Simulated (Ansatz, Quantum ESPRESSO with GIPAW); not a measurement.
# C_Q, η_Q and the second-order shift of 17O in CHO2

A plane-wave PAW calculation (PBEsol, Ansatz) gives this electric field gradient, in 10²¹ V/m² and Cartesian axes, at one O site of CHO2 (atom 5; bound to C; site symmetry 1):

```
     -5.8689        5.3628       -8.3449
      5.3628        3.7612        1.2315
     -8.3449        1.2315        2.1077
```

17O has spin 5/2, Q = -0.02558 barn and |γ|/2π = 5.7742 MHz/T. The cell is the P2_1/c form of a database entry, atoms relaxed, static and at 0 K. The PAW files were made for PBE.

**Task.** Find C_Q, η_Q and ν_Q, and the shift and width of the central transition under fast MAS at 11.7 T and 20 T.

1. The tensor is symmetric and traceless. Its eigenvalues, ordered by size, are V_xx = 4.3895, V_yy = 8.3873 and V_zz = -12.7768.

2. η_Q = (V_xx − V_yy)/V_zz = 0.313.

3. C_Q = eQV_zz/h. One unit of 10²¹ V/m² with one barn gives 24.18 MHz, so C_Q = 24.18 × −0.02558 × −12.7768 = 7.903 MHz. A spectrum shows its size, not its sign.

4. ν_Q = 3C_Q/[2I(2I−1)] = 1.185 MHz in size, and P_Q = |C_Q|√(1 + η²/3) = 8.031 MHz.

5. The resonances lie at ν0 = 67.56 and 115.48 MHz, so ν_Q/ν0 is 0.018 at most and second order holds. The centre of gravity moves by δ_Q = −(3/40)(P_Q/ν0)² F × 10⁶ ppm, with F = [I(I+1) − 3/4]/[I²(2I−1)²] = 0.08: -84.8 ppm at 11.7 T and -29.0 ppm at 20 T.

6. Summing the second-order term over orientations gives a full width of 195 ppm (13 kHz) and 66.6 ppm (7.7 kHz). In ppm both fall as 1/B²: (11.7/20)² = 0.342. The spinning rate must pass the static width for this shape to show cleanly.

[Banner, clock, file and message-heading lines were taken out of the pw.x and gipaw.x logs.]

[Logs are printed without paths, hosts, clocks, repeated set-up lines and the standing remarks that a program may print on its own settings, such as how far it seeks lower states.]

[Hosts, paths, dates, database ids (printed as entryN), source tags and the programs' standing remarks are cut or masked in the printed files.]
